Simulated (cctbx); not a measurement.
## Which space group?

Cell: a = 5.6840 Å, b = 5.6840 Å, c = 7.1820 Å, α = 90.00°, β = 90.00°, γ = 90.00°. Expected content of the cell: La2 Ga4 Cr8.

Simulated single-crystal data (cctbx): Mo Kα, λ = 0.71073 Å, to d = 0.8 Å, 50 % of the full sphere, strongest reflection 40000 counts, noise from counting, a 3 % proportional error and a noise floor of 2 counts (s.d.); no absorption.

A first pass over the reflections prints:

```text
889 reflections to d = 0.803 A
centring   violations  <I/sigma> of those
    A        366 of   436     16.9
    B        366 of   438     17.0
    C        324 of   450     10.8
    I        374 of   453     16.9
    R        502 of   592     16.3
    F        528 of   662     14.9
Laue class    unique    Rint  (classes that these axes allow; Friedel mates merged)
P -1              681   0.020
P 1 2/m 1         456   0.023
P 1 1 2/m         461   0.023
P 2/m 1 1         465   0.020
P m m m           294   0.024
P 4/m             255   0.024
P 4/m m m         173   0.025
space group    extra absences  I>4sigma  <I/sigma>
P 4 2 2                 0          0         -  acentric
P 4 21 2                5          0      -0.6  acentric
P 4 m m                 0          0         -  acentric
P 4 b m                83          0       0.0  acentric
P -4 2 m                0          0         -  acentric
P -4 21 m               5          0      -0.6  acentric
P -4 m 2                0          0         -  acentric
P -4 b 2               83          0       0.0  acentric
P 4/m m m               0          0         -  centric
P 4/n b m :1          113          0      -0.0  centric
P 4/n b m :2          113          0      -0.0  centric
P 4/m b m              83          0       0.0  centric
P 4/n m m :1           35          0      -0.1  centric
P 4/n m m :2           35          0      -0.1  centric
Wilson B = 1.76 A^2   <|E^2-1|> = 0.888 (0.968 centric, 0.736 acentric)   E^2>4: 3.2 %
shell (A)         n   <I/sigma>
 7.18 - 1.60     30     35.6
 1.60 - 1.27     23     33.7
 1.27 - 1.11     23     34.5
 1.11 - 1.01     18     32.8
 1.01 - 0.94     23     41.5
 0.94 - 0.88     19     32.8
 0.88 - 0.84     17     35.0
 0.84 - 0.80     20     24.0
```

**Question.** What are the lattice type, the Laue class and the likely space group?

Every centring test has many violations, so the lattice is primitive.

Rint stays low (0.020 to 0.025) up to P 4/m m m, the highest class in these axes.

14 settings pass the absence test. The most absences obeyed, 113, belong to P 4/n b m alone.

⟨|E²−1|⟩ = 0.888 leans to a centrosymmetric structure. The Wilson B of 1.76 Å² means U ≈ 0.0223 Å².

The true group is P4/nbm (no. 125, origin choice 1), Laue class 4/mmm, centrosymmetric. The tables fix it.

This is a model crystal, built by substitution and not relaxed, with assumed displacement parameters.

[Logs are printed without paths, hosts, clocks, repeated set-up lines and the standing remarks that a program may print on its own settings, such as how far it seeks lower states.]
